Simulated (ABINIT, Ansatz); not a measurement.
# Quasiparticle gap of K2LiAlF6 (Fm-3m) in ABINIT, part 2 of 3

Wanted: ground state, empty states, screening and self-energy for K2LiAlF6 (Fm-3m).

ABINIT 10.8.3; LDA and many-body steps on it, plane waves. Known limits of the many-body steps: not at the basis limit; coarse k mesh.

So far. Step 2 (Ground state): The gap is direct, at Γ.

## 3. Bands along the symmetry lines

Level of this step: DFT, LDA, plane waves, norm-conserving pseudopotentials (ABINIT).

The cheap functional maps the bands first; the places of the edges decide which points the dearer methods must see.

Contents of run.abi:

```
acell 3*1.0 Angstrom
rprim 
  0.000000000000 3.921000000000 3.921000000000
  3.921000000000 0.000000000000 3.921000000000
  3.921000000000 3.921000000000 -0.000000000000
ntypat 4
znucl 19 3 13 9
natom 10
typat 1 1 2 3 4 4 4 4 4 4
xred 
  0.250000000000 0.250000000000 0.250000000000
  0.750000000000 0.750000000000 0.750000000000
  0.500000000000 0.500000000000 0.500000000000
  0.000000000000 -0.000000000000 0.000000000000
  0.768900000000 0.231100000000 0.231100000000
  0.231100000000 0.768900000000 0.231100000000
  0.231100000000 0.768900000000 0.768900000000
  0.768900000000 0.231100000000 0.768900000000
  0.231100000000 0.231100000000 0.768900000000
  0.768900000000 0.768900000000 0.231100000000
pp_dirpath "pseudos"
pseudos "K.upf, Li.upf, Al.upf, F.upf"
ecut 36
iscf -2
irdden 1
kptopt 0
nkpt 26
kpt 
  0.00000000 0.00000000 0.00000000
  0.12500000 0.00000000 0.12500000
  0.25000000 0.00000000 0.25000000
  0.37500000 0.00000000 0.37500000
  0.50000000 0.00000000 0.50000000
  0.53125000 0.06250000 0.53125000
  0.56250000 0.12500000 0.56250000
  0.59375000 0.18750000 0.59375000
  0.62500000 0.25000000 0.62500000
  0.37500000 0.37500000 0.75000000
  0.28125000 0.28125000 0.56250000
  0.18750000 0.18750000 0.37500000
  0.09375000 0.09375000 0.18750000
  0.00000000 0.00000000 0.00000000
  0.12500000 0.12500000 0.12500000
  0.25000000 0.25000000 0.25000000
  0.37500000 0.37500000 0.37500000
  0.50000000 0.50000000 0.50000000
  0.50000000 0.43750000 0.56250000
  0.50000000 0.37500000 0.62500000
  0.50000000 0.31250000 0.68750000
  0.50000000 0.25000000 0.75000000
  0.50000000 0.18750000 0.68750000
  0.50000000 0.12500000 0.62500000
  0.50000000 0.06250000 0.56250000
  0.50000000 0.00000000 0.50000000
istwfk *1
nband 40
nbdbuf 2
tolwfr 1e-08
nstep 40
prtwf 0
prtvol 0
indata_prefix "in"
outdata_prefix "out"
tmpdata_prefix "tmp"
```

Started as:

```bash
$ OMP_NUM_THREADS=1 mpirun -n 4 abinit run.abi > log
```

Numbers of over 12 decimals in the logs are rounded to 6 here.

The program printed:

```text
.Version 10.8.3 of ABINIT. v10.8.2 released Aug 2026.

 Symmetries : space group Fm -3 m (#225); Bravais cF (face-center cubic)
[... echo of the input left out ...]
== DATASET  1 ==================================================================
-   mpi_nproc: 4, omp_nthreads: 1 (-1 if OMP is not activated)

--- !DatasetInfo
iteration_state: {dtset: 1, }
dimensions: {natom: 10, nkpt: 26, mband: 40, nsppol: 1, nspinor: 1, nspden: 1, mpw: 8414, }
cutoff_energies: {ecut:  36.0, pawecutdg:  -1.0, }
electrons: {nelect:   6.60000000E+01, charge:   0.00000000E+00, occopt:   1.00000000E+00, tsmear:   1.00000000E-02, }

 Real(R)+Recip(G) space primitive vectors, cartesian coordinates (Bohr,Bohr^-1):
 R(1)=  0.0000000  7.4096161  7.4096161  G(1)= -0.0674799  0.0674799  0.0674799
 R(2)=  7.4096161  0.0000000  7.4096161  G(2)=  0.0674799 -0.0674799  0.0674799
 R(3)=  7.4096161  7.4096161  0.0000000  G(3)=  0.0674799  0.0674799 -0.0674799
 Unit cell volume ucvol=  8.1361159E+02 bohr^3
 Angles (23,13,12)=  6.00000000E+01  6.00000000E+01  6.00000000E+01 degrees

 getcut: wavevector=  0.0000  0.0000  0.0000  ngfft=  60  60  60
         ecut(hartree)=     36.000   => boxcut(ratio)=   2.11994

--- Pseudopotential description ------------------------------------------------
- K Generated using ONCVPSP code by D. R. Hamann
- 19.00000   9.00000  180309                  znucl, zion, pspdat
12 -1012 2 -1 2170                            pspcod,pspxc,lmax,lloc,mmax
     nproj     2     2     2
  pspatm : epsatm=    8.21740868
         --- l  ekb(1:nproj) -->
             0   10.940065    0.829722
             1    4.437415    0.568178
             2   -3.386874   -1.066382
 pspatm: atomic psp has been read  and splines computed

- Li Generated using ONCVPSP code by D. R. Hamann
-  3.00000   3.00000  180309                  znucl, zion, pspdat
12 -1012 1 -1 1944                            pspcod,pspxc,lmax,lloc,mmax
     nproj     2     2     0
  pspatm : epsatm=    2.61415252
         --- l  ekb(1:nproj) -->
[...]
pspatm: atomic psp has been read  and splines computed

- Al Generated using ONCVPSP code by D. R. Hamann
- 13.00000   3.00000  180309                  znucl, zion, pspdat
12 -1012 2 -1 1854                            pspcod,pspxc,lmax,lloc,mmax
     nproj     2     2     2
  pspatm : epsatm=    0.57439143
         --- l  ekb(1:nproj) -->
[...]
pspatm: atomic psp has been read  and splines computed

- F Generated using ONCVPSP code by D. R. Hamann
-  9.00000   7.00000  201202                  znucl, zion, pspdat
12 -1012 2 -1 824                             pspcod,pspxc,lmax,lloc,mmax
     nproj     2     2     1
  pspatm : epsatm=    4.94580260
         --- l  ekb(1:nproj) -->
[...]
2   -2.364936
 pspatm: atomic psp has been read  and splines computed

[...]
-3.6626E-02 -2.6101E-02 -2.4330E-02 -2.4330E-02 -1.3247E-02 -1.3247E-02
 -9.6628E-03 -9.6628E-03  1.0601E-02  3.8325E-01  4.0717E-01  4.1892E-01
[...]
--- !ResultsGS
iteration_state: {dtset: 1, }
comment   : Summary of ground state results
lattice_vectors:
- [  0.0000000,   7.4096161,   7.4096161, ]
- [  7.4096161,   0.0000000,   7.4096161, ]
- [  7.4096161,   7.4096161,  -0.0000000, ]
lattice_lengths: [  10.47878,   10.47878,   10.47878, ]
lattice_angles: [ 60.000,  60.000,  60.000, ] # degrees, (23, 13, 12)
lattice_volume:   8.1361159E+02
convergence: {deltae:  0.000E+00, res2:  0.000E+00, residm:  9.992E-09, diffor:  0.000E+00, }
etotal    :  -2.17483166E+02
entropy   :   0.00000000E+00
fermie    :   1.14303946E-02
cartesian_stress_tensor: null
pressure_GPa: null
xred      :
- [  2.5000E-01,   2.5000E-01,   2.5000E-01,  K]
- [  7.5000E-01,   7.5000E-01,   7.5000E-01,  K]
- [  5.0000E-01,   5.0000E-01,   5.0000E-01, Li]
- [  0.0000E+00,   0.0000E+00,   0.0000E+00, Al]
- [  7.6890E-01,   2.3110E-01,   2.3110E-01,  F]
- [  2.3110E-01,   7.6890E-01,   2.3110E-01,  F]
- [  2.3110E-01,   7.6890E-01,   7.6890E-01,  F]
- [  7.6890E-01,   2.3110E-01,   7.6890E-01,  F]
- [  2.3110E-01,   2.3110E-01,   7.6890E-01,  F]
- [  7.6890E-01,   7.6890E-01,   2.3110E-01,  F]
cartesian_forces: null
force_length_stats: {min: null, max: null, mean: null, }

 Integrated electronic density in atomic spheres:
 ------------------------------------------------
 Atom  Sphere_radius  Integrated_density
[...]
================================================================================

 ----iterations are completed or convergence reached----

 Mean square residual over all n,k,spin=   63.761E-10; max=  99.922E-10
 reduced coordinates (array xred) for   10 atoms
[...]
0.231100000000      0.231100000000      0.768900000000
       0.768900000000      0.768900000000      0.231100000000

 cartesian coordinates (angstrom) at end:
[...]
9      3.921000     3.921000     1.812286
   10      3.921000     3.921000     6.029714
 length scales=  1.889726125908  1.889726125908  1.889726125908 bohr
              =  1.000000000000  1.000000000000  1.000000000000 angstroms
 prteigrs : about to open file out_EIG
 Eigenvalues (hartree) for nkpt=  26  k points:
 kpt#   1, nband= 40, wtk=  1.00000, kpt=  0.0000  0.0000  0.0000 (reduced coord)
[...]
kpt#   2, nband= 40, wtk=  1.00000, kpt=  0.1250  0.0000  0.1250 (reduced coord)
[...]
kpt#   3, nband= 40, wtk=  1.00000, kpt=  0.2500  0.0000  0.2500 (reduced coord)
[...]
kpt#  25, nband= 40, wtk=  1.00000, kpt=  0.5000  0.0625  0.5625 (reduced coord)
[...]
kpt#  26, nband= 40, wtk=  1.00000, kpt=  0.5000  0.0000  0.5000 (reduced coord)
[...]
-0.03663   -0.02610   -0.02433   -0.02433   -0.01325   -0.01325   -0.00966   -0.00966
   0.01060    0.38325    0.40717    0.41892    0.42076    0.43994    0.45518    0.45518

== END DATASET(S) ==============================================================
================================================================================

 -outvars: echo values of variables after computation  --------
            nband          40
             nkpt          26
          spgroup         225
 [... the other variables as echoed above ...]

 Calculation completed.
```

The job ended after 1.7 min (4 MPI ranks of Arm Neoverse V1, shared host; peak memory 0.48 GiB).

Numbers from this step:

```
gap                        : 7.553 eV
k of the valence top       : 0, 0, 0
k of the conduction bottom : 0, 0, 0
least direct gap           : 7.553 eV
```

The gap is 7.553 eV, as in the run before at this level.

Electronic bands along the path, in eV, zero at the top of the highest filled band:

| point | band 30 | band 31 | band 32 | band 33 | band 34 | band 35 | band 36 | band 37 |
| --- | --- | --- | --- | --- | --- | --- | --- | --- |
| Γ | -0.44 | 0.00 | 0.00 | 0.00 | 7.55 | 10.03 | 10.03 | 10.28 |
| halfway | -0.57 | -0.26 | -0.26 | -0.01 | 8.53 | 10.54 | 10.58 | 10.79 |
| X | -0.67 | -0.57 | -0.57 | -0.02 | 10.12 | 10.77 | 11.09 | 11.14 |
| halfway | -0.66 | -0.56 | -0.53 | -0.05 | 10.21 | 10.79 | 11.08 | 11.16 |
| U | -0.63 | -0.50 | -0.43 | -0.13 | 10.44 | 10.61 | 10.87 | 11.38 |
| jump to K | -0.63 | -0.50 | -0.43 | -0.13 | 10.44 | 10.61 | 10.87 | 11.38 |
| halfway | -0.49 | -0.21 | -0.21 | -0.11 | 8.61 | 10.55 | 10.72 | 10.74 |
| Γ | -0.44 | 0.00 | 0.00 | 0.00 | 7.55 | 10.03 | 10.03 | 10.28 |
| halfway | -0.48 | -0.15 | -0.15 | -0.09 | 8.29 | 10.42 | 10.48 | 10.48 |
| L | -0.52 | -0.27 | -0.27 | -0.20 | 9.53 | 9.98 | 11.15 | 11.15 |
| halfway | -0.59 | -0.41 | -0.25 | -0.23 | 9.95 | 10.29 | 11.13 | 11.41 |
| W | -0.71 | -0.58 | -0.25 | -0.25 | 10.76 | 10.76 | 10.91 | 10.99 |
| halfway | -0.69 | -0.58 | -0.46 | -0.08 | 10.29 | 10.82 | 11.09 | 11.24 |
| X | -0.67 | -0.57 | -0.57 | -0.02 | 10.12 | 10.77 | 11.09 | 11.14 |

## 4. Empty states on the mesh, 2×2×2 mesh, 100 bands

The sums over transitions need many empty states on a uniform mesh; this step solves for them.

Contents of run.abi:

```
acell 3*1.0 Angstrom
rprim 
  0.000000000000 3.921000000000 3.921000000000
  3.921000000000 0.000000000000 3.921000000000
  3.921000000000 3.921000000000 -0.000000000000
ntypat 4
znucl 19 3 13 9
natom 10
typat 1 1 2 3 4 4 4 4 4 4
xred 
  0.250000000000 0.250000000000 0.250000000000
  0.750000000000 0.750000000000 0.750000000000
  0.500000000000 0.500000000000 0.500000000000
  0.000000000000 -0.000000000000 0.000000000000
  0.768900000000 0.231100000000 0.231100000000
  0.231100000000 0.768900000000 0.231100000000
  0.231100000000 0.768900000000 0.768900000000
  0.768900000000 0.231100000000 0.768900000000
  0.231100000000 0.231100000000 0.768900000000
  0.768900000000 0.768900000000 0.231100000000
pp_dirpath "pseudos"
pseudos "K.upf, Li.upf, Al.upf, F.upf"
ecut 36
ngkpt 2 2 2
nshiftk 1
shiftk 0 0 0
kptopt 1
chksymbreak 0
iscf -2
irdden 1
istwfk *1
nband 100
nbdbuf 8
tolwfr 1e-09
nstep 60
prtvol 0
indata_prefix "in"
outdata_prefix "out"
tmpdata_prefix "tmp"
```

The program printed:

```text
.Version 10.8.3 of ABINIT. v10.8.2 released Aug 2026.

 Symmetries : space group Fm -3 m (#225); Bravais cF (face-center cubic)
[... echo of the input left out ...]
== DATASET  1 ==================================================================
-   mpi_nproc: 4, omp_nthreads: 1 (-1 if OMP is not activated)
-    --> not optimal distribution: autoparal keyword recommended in input file <--

--- !DatasetInfo
iteration_state: {dtset: 1, }
dimensions: {natom: 10, nkpt: 3, mband: 100, nsppol: 1, nspinor: 1, nspden: 1, mpw: 8393, }
cutoff_energies: {ecut:  36.0, pawecutdg:  -1.0, }
electrons: {nelect:   6.60000000E+01, charge:   0.00000000E+00, occopt:   1.00000000E+00, tsmear:   1.00000000E-02, }

 Real(R)+Recip(G) space primitive vectors, cartesian coordinates (Bohr,Bohr^-1):
 R(1)=  0.0000000  7.4096161  7.4096161  G(1)= -0.0674799  0.0674799  0.0674799
 R(2)=  7.4096161  0.0000000  7.4096161  G(2)=  0.0674799 -0.0674799  0.0674799
 R(3)=  7.4096161  7.4096161  0.0000000  G(3)=  0.0674799  0.0674799 -0.0674799
 Unit cell volume ucvol=  8.1361159E+02 bohr^3
 Angles (23,13,12)=  6.00000000E+01  6.00000000E+01  6.00000000E+01 degrees

 getcut: wavevector=  0.0000  0.0000  0.0000  ngfft=  60  60  60
         ecut(hartree)=     36.000   => boxcut(ratio)=   2.11994

--- Pseudopotential description ------------------------------------------------
- K Generated using ONCVPSP code by D. R. Hamann
- 19.00000   9.00000  180309                  znucl, zion, pspdat
12 -1012 2 -1 2170                            pspcod,pspxc,lmax,lloc,mmax
     nproj     2     2     2
  pspatm : epsatm=    8.21740868
         --- l  ekb(1:nproj) -->
             0   10.940065    0.829722
             1    4.437415    0.568178
             2   -3.386874   -1.066382
 pspatm: atomic psp has been read  and splines computed

- Li Generated using ONCVPSP code by D. R. Hamann
-  3.00000   3.00000  180309                  znucl, zion, pspdat
12 -1012 1 -1 1944                            pspcod,pspxc,lmax,lloc,mmax
     nproj     2     2     0
  pspatm : epsatm=    2.61415252
         --- l  ekb(1:nproj) -->
[...]
pspatm: atomic psp has been read  and splines computed

- Al Generated using ONCVPSP code by D. R. Hamann
- 13.00000   3.00000  180309                  znucl, zion, pspdat
12 -1012 2 -1 1854                            pspcod,pspxc,lmax,lloc,mmax
     nproj     2     2     2
  pspatm : epsatm=    0.57439143
         --- l  ekb(1:nproj) -->
[...]
pspatm: atomic psp has been read  and splines computed

- F Generated using ONCVPSP code by D. R. Hamann
-  9.00000   7.00000  201202                  znucl, zion, pspdat
12 -1012 2 -1 824                             pspcod,pspxc,lmax,lloc,mmax
     nproj     2     2     1
  pspatm : epsatm=    4.94580260
         --- l  ekb(1:nproj) -->
[...]
2   -2.364936
[...]
2.06E-06  6.33E-05  1.05E-06  1.60E-04
 -1.4723E+00 -9.0852E-01 -9.0512E-01 -7.3273E-01 -7.0602E-01 -7.0602E-01
 -7.0602E-01 -6.9362E-01 -6.9362E-01 -3.1849E-01 -3.1849E-01 -3.1849E-01
 -3.0956E-01 -3.0956E-01 -3.0956E-01 -1.6179E-01 -1.0131E-01 -1.0131E-01
[...]
1.1585E+00  1.1585E+00  1.1597E+00  1.1597E+00  1.1843E+00  1.1843E+00
  1.1843E+00  1.2129E+00  1.2129E+00  1.2129E+00  1.2398E+00  1.2398E+00
  1.3170E+00  1.3172E+00  1.3435E+00  1.3440E+00
 prteigrs : prtvol=0 or 1, do not print more k-points.

--- !ResultsGS
iteration_state: {dtset: 1, }
comment   : Summary of ground state results
lattice_vectors:
- [  0.0000000,   7.4096161,   7.4096161, ]
- [  7.4096161,   0.0000000,   7.4096161, ]
- [  7.4096161,   7.4096161,  -0.0000000, ]
lattice_lengths: [  10.47878,   10.47878,   10.47878, ]
lattice_angles: [ 60.000,  60.000,  60.000, ] # degrees, (23, 13, 12)
lattice_volume:   8.1361159E+02
convergence: {deltae:  0.000E+00, res2:  0.000E+00, residm:  9.883E-10, diffor:  0.000E+00, }
etotal    :  -2.17483166E+02
entropy   :   0.00000000E+00
fermie    :   1.14303946E-02
cartesian_stress_tensor: null
pressure_GPa: null
xred      :
- [  2.5000E-01,   2.5000E-01,   2.5000E-01,  K]
- [  7.5000E-01,   7.5000E-01,   7.5000E-01,  K]
- [  5.0000E-01,   5.0000E-01,   5.0000E-01, Li]
- [  0.0000E+00,   0.0000E+00,   0.0000E+00, Al]
- [  7.6890E-01,   2.3110E-01,   2.3110E-01,  F]
- [  2.3110E-01,   7.6890E-01,   2.3110E-01,  F]
- [  2.3110E-01,   7.6890E-01,   7.6890E-01,  F]
- [  7.6890E-01,   2.3110E-01,   7.6890E-01,  F]
- [  2.3110E-01,   2.3110E-01,   7.6890E-01,  F]
- [  7.6890E-01,   7.6890E-01,   2.3110E-01,  F]
cartesian_forces: null
force_length_stats: {min: null, max: null, mean: null, }

 Integrated electronic density in atomic spheres:
 ------------------------------------------------
 Atom  Sphere_radius  Integrated_density
[...]
================================================================================

 ----iterations are completed or convergence reached----

 Mean square residual over all n,k,spin=   48.889E-11; max=  98.834E-11
 reduced coordinates (array xred) for   10 atoms
[...]
0.231100000000      0.231100000000      0.768900000000
       0.768900000000      0.768900000000      0.231100000000

 cartesian coordinates (angstrom) at end:
    1      1.960500     1.960500     1.960500
[...]
10      3.921000     3.921000     6.029714
 length scales=  1.889726125908  1.889726125908  1.889726125908 bohr
              =  1.000000000000  1.000000000000  1.000000000000 angstroms
 prteigrs : about to open file out_EIG
 Eigenvalues (hartree) for nkpt=   3  k points:
 kpt#   1, nband=100, wtk=  0.12500, kpt=  0.0000  0.0000  0.0000 (reduced coord)
[...]
1.14759    1.14759    1.14759    1.15848    1.15848    1.15848    1.15972    1.15972
   1.18433    1.18433    1.18433    1.21287    1.21287    1.21287    1.23976    1.23976
   1.31702    1.31717    1.34352    1.34398
 prteigrs : prtvol=0 or 1, do not print more k-points.

== END DATASET(S) ==============================================================
================================================================================

 -outvars: echo values of variables after computation  --------
            nband         100
             nkpt           3
          spgroup         225
 [... the other variables as echoed above ...]

 Calculation completed.
```

Run time: 37 s. Hardware: 4 MPI ranks; peak memory 0.39 GiB.

This step gave:

| Quantity | Value |
| --- | --- |
| gap | 7.553 eV |
| k of the valence top | 0, 0, 0 |
| k of the conduction bottom | 0, 0, 0 |
| least direct gap | 7.553 eV |
| k points computed | 3 |
| lowest point of the top converged band, above the valence top | 32.69 eV |

On this mesh the gap is 7.553 eV.

## 5. Screening, 2×2×2 mesh, 92 bands, screening to 98 eV

The RPA dielectric matrix is built and inverted for each q.

This step: RPA screening on LDA, plane waves, norm-conserving pseudopotentials.

Changes to run.abi since step 4:

```diff
@@ -28,10 +28,11 @@
 chksymbreak 0
-iscf -2
-irdden 1
 istwfk *1
-nband 100
-nbdbuf 8
-tolwfr 1e-09
-nstep 60
-prtvol 0
+occopt 1
+irdwfk 1
+optdriver 3
+nband 92
+ecuteps 3.6
+inclvkb 2
+awtr 1
+symchi 1
 indata_prefix "in"
```

The program printed:

```text
.Version 10.8.3 of ABINIT. v10.8.2 released Aug 2026.

 Symmetries : space group Fm -3 m (#225); Bravais cF (face-center cubic)
[... echo of the input left out ...]
== DATASET  1 ==================================================================
-   mpi_nproc: 4, omp_nthreads: 1 (-1 if OMP is not activated)

--- !DatasetInfo
iteration_state: {dtset: 1, }
dimensions: {natom: 10, nkpt: 3, mband: 92, nsppol: 1, nspinor: 1, nspden: 1, mpw: 8393, }
cutoff_energies: {ecut:  36.0, pawecutdg:  -1.0, }
electrons: {nelect:   6.60000000E+01, charge:   0.00000000E+00, occopt:   1.00000000E+00, tsmear:   1.00000000E-02, }

 SCREENING: Calculation of the susceptibility and dielectric matrices

 Based on a program developped by R.W. Godby, V. Olevano, G. Onida, and L. Reining.
 Incorporated in ABINIT by V. Olevano, G.-M. Rignanese, and M. Torrent.
.Using double precision arithmetic ; gwpc =  8

[... cell and pseudopotentials left out ...]
--------------------------------------------------------------------------------

 ==== K-mesh for the wavefunctions ====
 Number of points in the irreducible wedge :     3
[... list of points left out ...]
 Together with 48 symmetry operations and time-reversal symmetry
 yields     8 points in the full Brillouin Zone.

 ==== Q-mesh for the screening function ====
 Number of points in the irreducible wedge :     3
[... list of points left out ...]
 Together with 48 symmetry operations and time-reversal symmetry
 yields     8 points in the full Brillouin Zone.

 setmesh: FFT mesh size selected  =    40x   40x   40
          total number of points  =        64000

 vcoul_init : cutoff-mode = AUXILIARY_FUNCTION
 q-points for optical limit:   1
     1)      0.000010    0.000020    0.000030

- screening: taking advantage of time-reversal symmetry
- Maximum band index for partially occupied states nbvw = 33
- Remaining bands to be divided among processors   nbcw = 59
- Number of bands treated by each node ~14

 Number of electrons calculated from density =   66.0000; Expected =   66.0000
 average of density, n =  0.081120
 r_s =    1.4331
 omega_plasma =   27.4738 [eV]

 calculating chi0 at frequencies [eV] :
  1    0.000000E+00    0.000000E+00
  2    0.000000E+00    2.747382E+01

--------------------------------------------------------------------------------
  q-point number  1        q = ( 0.000000, 0.000000, 0.000000) [r.l.u.]
--------------------------------------------------------------------------------
[... chi0 elements left out ...]
 For q-point:  0.000010 0.000020 0.000030
  dielectric constant =   2.0373
  dielectric constant without local fields =   2.1737

  Average fulfillment of the sum rule on Im[epsilon] for q-point    1 :     30.39  [%]
[... wings left out ...]
  q-point number  2        q = ( 0.500000, 0.000000, 0.000000) [r.l.u.]
--------------------------------------------------------------------------------
[... chi0 elements left out ...]
  Average fulfillment of the sum rule on Im[epsilon] for q-point    2 :     36.52  [%]

 [... 1 further q-points ...]
```

Wall time 25 s (4 MPI ranks); peak memory 1.4 GiB.

This step gave:

| Property | Result |
| --- | --- |
| ε∞ with local fields, on this mesh, along the program's q direction | 2.037 |
| the same without local fields | 2.174 |
| plasma frequency | 27.47 eV |
| plane waves in the screening matrix | 283 |

Local fields lower ε∞ by 6 %. On a Γ-centred mesh this coarse the value itself is usually too large, while a short band sum pulls it down.

[end of part 2 of 3]

[Paths, hosts, dates, memory and timing lines, banners, echoed tables and standing remarks are left out of the program output.]

[Logs are printed without paths, hosts, clocks, repeated set-up lines and the standing remarks that a program may print on its own settings, such as how far it seeks lower states.]

[Runs of the session that timed out or met a known fault of the program may be left out.]

[Hosts, paths, dates, database ids (printed as entryN), source tags and the programs' standing remarks are cut or masked in the printed files.]

[G0W0 gaps are taken among the corrected bands and points alone; a level outside them can change the order at an edge.]

[Where Ansatz stands beside ABINIT at settings called matched, ABINIT's density can come from a denser mesh and the files from another edition; pairs whose starting gaps differed by over 0.03 eV were left out, so agreement reads better than it is.]
